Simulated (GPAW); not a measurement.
**Ga2S3 (Cc): one start, several treatments of the self-energy**

How much does the gap of Ga2S3 (Cc) depend on the approximation to the self-energy?

Calculated with GPAW 26.7.0; LDA and many-body steps on it, plane waves.

### 1. Starting point

The structure is monoclinic, space group Cc (No. 9). Conventional cell: a = 11.107 Å, b = 6.395 Å, c = 7.021 Å, α = 90.00°, β = 121.17°, γ = 90.00°. Nearest to Ga lie 4 S at 2.19 to 2.33 Å. Nearest to Ga lie 4 S at 2.20 to 2.32 Å. S has 2 Ga at 2.19 to 2.20 Å nearest. S has 3 Ga at 2.31 to 2.32 Å nearest. Nearest to S lie 3 Ga at 2.31 to 2.33 Å. Farther neighbours and most contacts between anions are not listed.

As a file:

```cif
data_structure
_symmetry_space_group_name_H-M 'Cc'
_symmetry_Int_Tables_number 9
_cell_length_a 11.1070
_cell_length_b 6.3950
_cell_length_c 7.0210
_cell_angle_alpha 90.000
_cell_angle_beta 121.170
_cell_angle_gamma 90.000
_cell_volume 426.70
loop_
_atom_site_label
_atom_site_type_symbol
_atom_site_symmetry_multiplicity
_atom_site_Wyckoff_symbol
_atom_site_fract_x
_atom_site_fract_y
_atom_site_fract_z
_atom_site_occupancy
Ga1 Ga 4 a 0.54213 0.90234 0.12512 1
Ga2 Ga 4 a 0.70026 0.43206 0.11559 1
S1 S 4 a 0.99500 0.08610 0.98380 1
S2 S 4 a 0.83780 0.40750 0.49990 1
S3 S 4 a 0.67410 0.08400 0.00840 1
```

The cell and positions come from the Crystallography Open Database and are kept as given unless a step says otherwise.

### 2. Empty states on the mesh, 4×4×2 mesh, 728 bands

This step: GPAW 26.7.0; DFT, LDA, plane waves, PAW.

The sums over transitions need many empty states on a uniform mesh; this step solves for them.

Input file run.py:

```python
import json
import numpy as np
from gpaw.mpi import world
from gpaw import GPAW

calc = GPAW('gs.gpw').fixed_density(kpts={'size': (4, 4, 2), 'gamma': True},
    parallel={'domain': 1, 'band': 1},
    txt='nscf.txt')
calc.diagonalize_full_hamiltonian(nbands=728)
calc.write('full.gpw', mode='all')
res = {}
kpts = calc.get_ibz_k_points()
res['kpts'] = kpts
res['eigenvalues'] = [calc.get_eigenvalues(kpt=k) for k in range(len(kpts))]
res['n_electrons'] = calc.get_number_of_electrons()

if world.rank == 0:
    with open('result.json', 'w') as f:
        json.dump(res, f, default=lambda x: x.tolist())
```

Command:

```bash
mpirun -n 8 gpaw python run.py
```

Numbers of over 12 decimals in the logs are rounded to 6 here.

What it wrote:

```text
Diagonalizing LCAO Hamiltonian
Converting LCAO to pw mode
convergence criteria:
- Maximum integral of absolute [eigenst]ate change: 4e-08 eV^2 / valence electron
maximum number of iterations: 100

SCF iterations
|iter     |     time |      energy | eigst |  dens |
|iter:   1|  |             | +0.47 |       |
|iter:   2|  |             | -1.06 |       |
|iter:   3|  |             | -2.07 |       |
[...]
|iter:  17|  |             | -7.26 |       |
|iter:  18|  |             | -7.35 |       |
|iter:  19|  |             | -7.48c|       |
SCF steps: 19
  __  _  _
 | _ |_)|_||  |
 |__||  | ||/\| - 26.7.0

Input parameters:
  mode=PW(ecut=450.000000),
  convergence={'density': 1e-06, 'bands': -3},
  gpts=array([32, 32, 35]),
  kpts=MonkhorstPack(size=(4, 4, 2), gamma=True),
  maxiter=100,
  nbands=35,
  occupations=Occupations(name='fermi-dirac', width=0.001, fixmagmom=False),
  parallel={'domain': 1, 'band': 1},
  xc=XC(name='LDA')
Matrix size: 4614x4614
# Writing to full.gpw (mode='all')
  [... matrices ...]

timing:  # [seconds]
  Total: 332.908  # ━━━━━━━━━━━━━━━━━━━━━━━━━━━━━━━━━━━━━━━━━━━━━━━━━━━━━━━━━
```

Wall time 5.9 min (8 MPI ranks of Arm Neoverse V2, shared host); peak memory 17 GiB.

This step gave:

- gap: 1.695 eV
- k of the valence top: 0, 0, 0
- k of the conduction bottom: 0, 0, 0
- least direct gap: 1.695 eV
- k points computed: 20
- lowest point of the top converged band, above the valence top: 119.6020 eV

On this mesh the gap is 1.695 eV.

### 3. G0W0, Godby-Needs plasmon pole

Now the one-shot GW correction: screening in the RPA, then the self-energy of the levels asked for.

This step: G0W0 on LDA, plane waves, PAW.

Input file run.py:

```python
import json
import numpy as np
from gpaw.mpi import world
from gpaw.response.g0w0 import G0W0

gw = G0W0('full.gpw',
    filename='gw',
    kpts=[0],
    bands=(22, 26),
    ecut=78,
    nbands=333,
    integrate_gamma='WS',
    ppa=True)
gw.calculate()
res = {mode: {k: v for k, v in r.items() if k != 'sigma_eskwn'}
       for mode, r in gw.all_results.items()}

if world.rank == 0:
    with open('result.json', 'w') as f:
        json.dump(res, f, default=lambda x: x.tolist())
```

Command:

```bash
mpirun -n 8 gpaw python run.py
```

What it wrote:

```text
Using integrator: PointIntegrator
FrequencyGridDescriptor(from 0.000+0.000j to 0.000+27.211j eV, 2 points)
Nonperiodic BCs:  [False False False]
Using integrator: PointIntegrator
FrequencyGridDescriptor(from 0.000+0.000j to 0.000+27.211j eV, 2 points)
Nonperiodic BCs:  [False False False]
  ___  _ _ _
 |   || | | |
 | | || | | |
 |__ ||_____|
 |___|

BZ k-points: Symmetries present (total): 1

  [... matrices ...]
32 k-points: 4 x 4 x 2 Monkhorst-Pack grid + [1/8,1/8,1/4]
20 k-points in the irreducible part of the Brillouin zone
       k-points in crystal coordinates                weights
   0:     0.00000000    0.00000000    0.00000000          1/32
   1:     0.00000000    0.00000000    0.50000000          1/32
   2:     0.00000000    0.25000000    0.00000000          2/32
   3:     0.00000000    0.25000000    0.50000000          2/32
   4:     0.00000000    0.50000000    0.00000000          1/32
   5:     0.00000000    0.50000000    0.50000000          1/32
   6:     0.25000000   -0.25000000    0.00000000          2/32
   7:     0.25000000   -0.25000000    0.50000000          2/32
   8:     0.25000000    0.00000000    0.00000000          2/32
   9:     0.25000000    0.00000000    0.50000000          2/32
          ...
  19:     0.50000000    0.50000000    0.50000000          1/32

Distributing spins, k-points and bands (1 x 1 x 4) over 8 processes
Number of blocks: 1

Quasi particle states:
k-points (IBZ indices): [0]
Band range: (22, 26)
  [... matrices ...]
Computational parameters:
Plane wave cut-off: 78 eV
Number of bands: 333
Coulomb cutoff: None
Broadening: 0.1 eV

fxc modes: GW
Kernel: RPA
Using Godby-Needs plasmon-pole approximation:
  Fitting energy: i*E0, E0 = 1.000 Hartree
Summing all q:

Calculating screened Coulomb potential
No Coulomb truncation
FrequencyGridDescriptor(from 0.000+0.000j to 0.000+27.211j eV, 2 points)
Removing empty qpoint cache files...

Calculating chi0 body with:
    Ground state adapter containing:
    Number of spins: 1
    Number of kpoints: 32
    Number of irreducible kpoints: 20
    Number of completely occupied states: 24
    Number of partially occupied states: 24
    Occupied states memory: 13.125 M / cpu

    Linear response parametrization:
    q_c: [0.0, 0.0, 0.0]
    Number of frequency points: 2
    Planewave cutoff: 78.0
    Number of bands: 333
    Number of planewaves: 327
    Broadening (eta): 1e-06
    comm.size: 8
    kncomm.size: 8
    blockcomm.size: 1

    Memory estimate of potentially large arrays:
        chi0_wGG: 3.263214 M / cpu
Integrating chi0 body.

Symmetries of q_c:
    Direct symmetries (Uq -> q): 1
    Indirect symmetries (TUq -> q): 1
In total 2 allowed symmetries.

  [... matrices ...]
20 groups of equivalent kpoints. 37.5% reduction.

Integral kind: response function
Integrating chi0 head and wings.

Symmetries of q_c:
    Direct symmetries (Uq -> q): 1
    Indirect symmetries (TUq -> q): 1
In total 2 allowed symmetries.

  [... matrices ...]
20 groups of equivalent kpoints. 37.5% reduction.

Integral kind: response function wings

Calculating chi0 body with:
    Ground state adapter containing:
    Number of spins: 1
    Number of kpoints: 32
    Number of irreducible kpoints: 20
    Number of completely occupied states: 24
    Number of partially occupied states: 24
    Occupied states memory: 13.125 M / cpu

    Linear response parametrization:
[... the further q-points ...]

Results:
f:      Occupation numbers
eps:     KS-eigenvalues [eV]
vxc:     KS vxc [eV]
exx:     Exact exchange [eV]
sigma:   Self-energies [eV]
dsigma:  Self-energy derivatives
Z:       Renormalization factors
qp:      QP-energies [eV]

k-point 0 (0): (0.000, 0.000, 0.000)                GW
band       f     eps     vxc     exx   sigma  dsigma       Z      qp
                                                                   GW
  22   1.000   3.353 -15.852 -18.437   2.048  -0.288   0.776   2.936
  23   1.000   3.888 -15.569 -18.304   2.163  -0.291   0.775   3.445
  24   0.000   5.583 -15.075 -10.464  -3.205  -0.247   0.802   6.711
  25   0.000   6.113 -14.390  -9.709  -3.277  -0.247   0.802   7.238
```

The job ended after 5.8 min (8 MPI ranks; peak memory 4.4 GiB).

Numbers from this step:

* G0W0 gap on the points computed: 3.266 eV
* least direct G0W0 gap on the computed points: 3.266 eV
* Z at the valence top: 0.7748
* Z at the conduction bottom: 0.8022
* starting gap on the mesh: 1.695 eV
* k of the valence top: 0, 0, 0
* k of the conduction bottom: 0, 0, 0

The gap on the mesh goes from 1.69 eV to 3.27 eV, a correction of +1.57 eV.

### 4. One-shot HSE06

This step: one-shot HSE06 levels on LDA orbitals, plane waves, PAW.

Input file run.py:

```python
import json
import numpy as np
from gpaw.mpi import world
from gpaw.hybrids.eigenvalues import non_self_consistent_eigenvalues

dft, vxc, vxc_hyb = non_self_consistent_eigenvalues('full.gpw', 'HSE06', 22, 26, kpt_indices=[0])
res = {'dft': dft[0], 'hybrid': (dft - vxc + vxc_hyb)[0]}
if world.rank == 0:
    with open('hybrid.txt', 'w') as f:
        for k, e0, e1 in zip([0], res['dft'], res['hybrid']):
            print(k, ' '.join(f'{x:9.4f}' for x in e0), '|', ' '.join(f'{x:9.4f}' for x in e1), file=f)

if world.rank == 0:
    with open('result.json', 'w') as f:
        json.dump(res, f, default=lambda x: x.tolist())
```

Command:

```bash
mpirun -n 8 gpaw python run.py
```

What it wrote:

```text
IBZ(<points: 20, symmetries: 1>)
Occupied bands: 24
Transforming wave functions from IBZ to BZ: 0.033 seconds
Distributing wave functions and iFFT-ing to real space: 0.162 seconds
Calculating eigenvalues:
  k-points: 1
  Bands: 22-25 (inclusive)
  Seconds: 0.526 (wave-function broadcasting: 0.010 seconds)
HSE06-eigenvalue shifts:
  min: -0.552 eV
  ave: 0.101 eV
  max: 0.746 eV
```

It took 3.4 s on 8 MPI ranks; peak memory 2.1 GiB; 25 s of CPU time.

Numbers from this step:

| Item | Value |
| --- | --- |
| starting gap on the mesh | 1.695 eV |
| hybrid gap on the mesh | 2.993 eV |
| least direct hybrid gap on the computed points | 2.993 eV |

### 5. G0W0, extrapolated in the cutoff

This step: G0W0 on LDA, plane waves, PAW.

Input file run.py:

```python
import json
import numpy as np
from gpaw.mpi import world
from gpaw.response.g0w0 import G0W0

gw = G0W0('full.gpw',
    filename='gw',
    kpts=[0],
    bands=(22, 26),
    ecut=130.0,
    integrate_gamma='WS',
    ppa=True,
    ecut_extrapolation=True)
gw.calculate()
res = {mode: {k: v for k, v in r.items() if k != 'sigma_eskwn'}
       for mode, r in gw.all_results.items()}

if world.rank == 0:
    with open('result.json', 'w') as f:
        json.dump(res, f, default=lambda x: x.tolist())
```

Command:

```bash
mpirun -n 8 gpaw python run.py
```

What it wrote:

```text
Using integrator: PointIntegrator
FrequencyGridDescriptor(from 0.000+0.000j to 0.000+27.211j eV, 2 points)
Nonperiodic BCs:  [False False False]
Using integrator: PointIntegrator
FrequencyGridDescriptor(from 0.000+0.000j to 0.000+27.211j eV, 2 points)
Nonperiodic BCs:  [False False False]
  ___  _ _ _
 |   || | | |
 | | || | | |
 |__ ||_____|
 |___|

BZ k-points: Symmetries present (total): 1

  [... matrices ...]
32 k-points: 4 x 4 x 2 Monkhorst-Pack grid + [1/8,1/8,1/4]
20 k-points in the irreducible part of the Brillouin zone
       k-points in crystal coordinates                weights
   0:     0.00000000    0.00000000    0.00000000          1/32
   1:     0.00000000    0.00000000    0.50000000          1/32
   2:     0.00000000    0.25000000    0.00000000          2/32
[...]
9:     0.25000000    0.00000000    0.50000000          2/32
          ...
  19:     0.50000000    0.50000000    0.50000000          1/32

Distributing spins, k-points and bands (1 x 1 x 4) over 8 processes
Number of blocks: 1

Quasi particle states:
k-points (IBZ indices): [0]
Band range: (22, 26)
  [... matrices ...]
Computational parameters:
Extrapolating to infinite plane wave cut-off using points at:
  112.031 eV
  120.183 eV
  130.000 eV
Number of bands: 718
Coulomb cutoff: None
Broadening: 0.1 eV

fxc modes: GW
Kernel: RPA
Using Godby-Needs plasmon-pole approximation:
  Fitting energy: i*E0, E0 = 1.000 Hartree
Summing all q:

Calculating screened Coulomb potential
No Coulomb truncation
FrequencyGridDescriptor(from 0.000+0.000j to 0.000+27.211j eV, 2 points)
Removing empty qpoint cache files...

Calculating chi0 body with:
    Ground state adapter containing:
    Number of spins: 1
    Number of kpoints: 32
    Number of irreducible kpoints: 20
[...]
Number of partially occupied states: 24
    Occupied states memory: 13.125 M / cpu

    Linear response parametrization:
    q_c: [0.0, 0.0, 0.0]
    Number of frequency points: 2
    Planewave cutoff: 130.0
    Number of bands: 718
    Number of planewaves: 715
    Broadening (eta): 1e-06
    comm.size: 8
    kncomm.size: 8
    blockcomm.size: 1

    Memory estimate of potentially large arrays:
        chi0_wGG: 15.601349 M / cpu
Integrating chi0 body.

Symmetries of q_c:
    Direct symmetries (Uq -> q): 1
    Indirect symmetries (TUq -> q): 1
In total 2 allowed symmetries.

  [... matrices ...]
20 groups of equivalent kpoints. 37.5% reduction.

Integral kind: response function
Integrating chi0 head and wings.

Symmetries of q_c:
    Direct symmetries (Uq -> q): 1
    Indirect symmetries (TUq -> q): 1
In total 2 allowed symmetries.

  [... matrices ...]
20 groups of equivalent kpoints. 37.5% reduction.

Integral kind: response function wings

Calculating chi0 body with:
    Ground state adapter containing:
    Number of spins: 1
    Number of kpoints: 32
    Number of irreducible kpoints: 20
    Number of completely occupied states: 24
    Number of partially occupied states: 24
    Occupied states memory: 13.125 M / cpu

    Linear response parametrization:
[... the further q-points ...]
Extrapolating selfenergy to infinite energy cutoff:
  Performing linear fit to 3 points
  Minimum R^2 = 0.9994. (R^2 Should be close to 1)
  [... matrices ...]
Results:
f:      Occupation numbers
eps:     KS-eigenvalues [eV]
vxc:     KS vxc [eV]
exx:     Exact exchange [eV]
sigma:   Self-energies [eV]
dsigma:  Self-energy derivatives
Z:       Renormalization factors
qp:      QP-energies [eV]

k-point 0 (0): (0.000, 0.000, 0.000)                GW
band       f     eps     vxc     exx   sigma  dsigma       Z      qp
                                                                   GW
  22   1.000   3.353 -15.852 -18.437   1.406  -0.299   0.770   2.444
  23   1.000   3.888 -15.569 -18.304   1.528  -0.301   0.768   2.961
  24   0.000   5.583 -15.075 -10.464  -3.679  -0.253   0.798   6.327
  25   0.000   6.113 -14.390  -9.709  -3.687  -0.253   0.798   6.906
```

The job ended after 33 min (8 MPI ranks; peak memory 7.5 GiB; 4 h of CPU time).

This step gave:

```
quasiparticle gap on the points computed              : 3.367 eV
least direct quasiparticle gap on the computed points : 3.367 eV
Z at the valence top                                  : 0.7684
Z at the conduction bottom                            : 0.7978
starting gap on the mesh                              : 1.695 eV
k of the valence top                                  : 0, 0, 0
k of the conduction bottom                            : 0, 0, 0
gaps at the cutoffs of the extrapolation              : 3.310, 3.316, 3.321 eV
```

Against G0W0 in GPAW (4×4×2 mesh, 333 bands, screening to 78 eV, Godby-Needs plasmon pole), the gap moves by +0.100 eV.

### 6. One-shot PBE0

This step: one-shot PBE0 levels on LDA orbitals, plane waves, PAW.

Input file run.py:

```python
import json
import numpy as np
from gpaw.mpi import world
from gpaw.hybrids.eigenvalues import non_self_consistent_eigenvalues

dft, vxc, vxc_hyb = non_self_consistent_eigenvalues('full.gpw', 'PBE0', 22, 26, kpt_indices=[0])
res = {'dft': dft[0], 'hybrid': (dft - vxc + vxc_hyb)[0]}
if world.rank == 0:
    with open('hybrid.txt', 'w') as f:
        for k, e0, e1 in zip([0], res['dft'], res['hybrid']):
            print(k, ' '.join(f'{x:9.4f}' for x in e0), '|', ' '.join(f'{x:9.4f}' for x in e1), file=f)

if world.rank == 0:
    with open('result.json', 'w') as f:
        json.dump(res, f, default=lambda x: x.tolist())
```

Command:

```bash
mpirun -n 8 gpaw python run.py
```

What it wrote:

```text
IBZ(<points: 20, symmetries: 1>)
Occupied bands: 24
Transforming wave functions from IBZ to BZ: 0.037 seconds
Distributing wave functions and iFFT-ing to real space: 0.143 seconds
Calculating eigenvalues:
  k-points: 1
  Bands: 22-25 (inclusive)
  Seconds: 0.605 (wave-function broadcasting: 0.009 seconds)
HSE06-eigenvalue shifts:
  min: -0.935 eV
  ave: 0.088 eV
  max: 1.093 eV
```

Run time: 3.6 s. Hardware: 8 MPI ranks; peak memory 1.6 GiB.

Numbers from this step:

- starting gap on the mesh: 1.695 eV
- hybrid gap on the mesh: 3.720 eV
- least direct hybrid gap on the computed points: 3.720 eV

### 7. G0W0, full frequency, Hilbert transform

This step: G0W0 on LDA, plane waves, PAW.

Input file run.py:

```python
import json
import numpy as np
from gpaw.mpi import world
from gpaw.response.g0w0 import G0W0

gw = G0W0('full.gpw',
    filename='gw',
    kpts=[0],
    bands=(22, 26),
    ecut=78,
    nbands=333,
    integrate_gamma='WS',
    frequencies={'type': 'nonlinear', 'domega0': 0.1, 'omega2': 15.0},
    eta=0.1,
    nblocksmax=True)
gw.calculate()
res = {mode: {k: v for k, v in r.items() if k != 'sigma_eskwn'}
       for mode, r in gw.all_results.items()}

if world.rank == 0:
    with open('result.json', 'w') as f:
        json.dump(res, f, default=lambda x: x.tolist())
```

Command:

```bash
mpirun -n 8 gpaw python run.py
```

What it wrote:

```text
Using integrator: PointIntegrator
NonLinearFrequencyDescriptor(from 0.000 to 80.738 eV, 251 points)
Nonperiodic BCs:  [False False False]
Using integrator: PointIntegrator
NonLinearFrequencyDescriptor(from 0.000 to 80.738 eV, 251 points)
Nonperiodic BCs:  [False False False]
  ___  _ _ _
 |   || | | |
 | | || | | |
 |__ ||_____|
 |___|

BZ k-points: Symmetries present (total): 1

  [... matrices ...]
32 k-points: 4 x 4 x 2 Monkhorst-Pack grid + [1/8,1/8,1/4]
20 k-points in the irreducible part of the Brillouin zone
       k-points in crystal coordinates                weights
[...]
Results:
f:      Occupation numbers
eps:     KS-eigenvalues [eV]
vxc:     KS vxc [eV]
exx:     Exact exchange [eV]
sigma:   Self-energies [eV]
dsigma:  Self-energy derivatives
Z:       Renormalization factors
qp:      QP-energies [eV]

k-point 0 (0): (0.000, 0.000, 0.000)                GW
band       f     eps     vxc     exx   sigma  dsigma       Z      qp
                                                                   GW
  22   1.000   3.353 -15.852 -18.437   2.046  -0.328   0.753   2.947
  23   1.000   3.888 -15.569 -18.304   2.162  -0.336   0.749   3.459
  24   0.000   5.583 -15.075 -10.464  -3.184  -0.271   0.787   6.706
  25   0.000   6.113 -14.390  -9.709  -3.254  -0.272   0.786   7.234
```

Run time: 15 min. Hardware: 8 MPI ranks; peak memory 4.8 GiB.

Numbers from this step:

```yaml
g0w0_gap_on_the_points_computed: 3.247 eV
least_direct_g0w0_gap_on_the_computed_points: 3.247 eV
starting_gap_on_the_mesh: 1.695 eV
k_of_the_valence_top: 0, 0, 0
k_of_the_conduction_bottom: 0, 0, 0
```

Against G0W0 in GPAW (4×4×2 mesh, 333 bands, screening to 78 eV, Godby-Needs plasmon pole), the gap moves by −0.019 eV.

### 8. Side by side

Times are wall times on 8 MPI ranks of Arm Neoverse V2, shared host. The host was busy with other work, so they are no guide to cost.

```csv
run,mesh,bands,screening cutoff (eV),DFT gap (eV),gap on the mesh (eV),direct (eV),time
"G0W0, Godby-Needs plasmon pole",4×4×2,333,78,1.695,3.266,3.266,5.8 min
one-shot HSE06,4×4×2,-,-,1.695,2.993,2.993,3.4 s
"G0W0, extrapolated in the cutoff",4×4×2,-,130,1.695,3.367,3.367,33 min
one-shot PBE0,4×4×2,-,-,1.695,3.720,3.720,3.6 s
"G0W0, full frequency, Hilbert transform",4×4×2,333,78,1.695,3.247,3.247,15 min
```

### 9. What came out

| Item | Value |
| --- | --- |
| G0W0, Godby-Needs plasmon pole | 3.266 eV |
| one-shot HSE06 | 2.993 eV |
| G0W0, extrapolated in the cutoff | 3.367 eV |
| one-shot PBE0 | 3.720 eV |
| G0W0, full frequency, Hilbert transform | 3.247 eV |
| known limits | not at the basis limit; no spin-orbit coupling; coarse k mesh |

In words: One-shot HSE06: −0.273 eV against G0W0, Godby-Needs plasmon pole. G0W0, extrapolated in the cutoff: +0.100 eV against G0W0, Godby-Needs plasmon pole, at other bands or cutoff, so not like for like. One-shot PBE0: +0.454 eV against G0W0, Godby-Needs plasmon pole. G0W0, full frequency, Hilbert transform: −0.019 eV against G0W0, Godby-Needs plasmon pole. One-shot hybrid levels are evaluated on the LDA orbitals. Bands and cutoff are finite, so the gap is not at the basis limit. The miss can reach some tenths of an eV and take either sign; the mesh is an error of its own. These stock PAW sets were not made for GW; the filled d or f shell of Ga lies in the frozen core, which bears on start and correction. In the G0W0 runs levels were corrected at 1 k point alone, so a gap called «on the mesh» is the least over those, and an edge elsewhere would be missed. The 4×4×2 mesh is coarse for this cell, which bears on the long-range parts of exchange and screening. The many-body steps are scalar-relativistic: spin-orbit coupling is not in them.

[Paths, hosts, dates, memory and timing lines, banners, echoed tables and standing remarks are left out of the program output.]

[Logs are printed without paths, hosts, clocks, repeated set-up lines and the standing remarks that a program may print on its own settings, such as how far it seeks lower states.]

[Runs of the session that timed out or met a known fault of the program may be left out.]

[Hosts, paths, dates, database ids (printed as entryN), source tags and the programs' standing remarks are cut or masked in the printed files.]
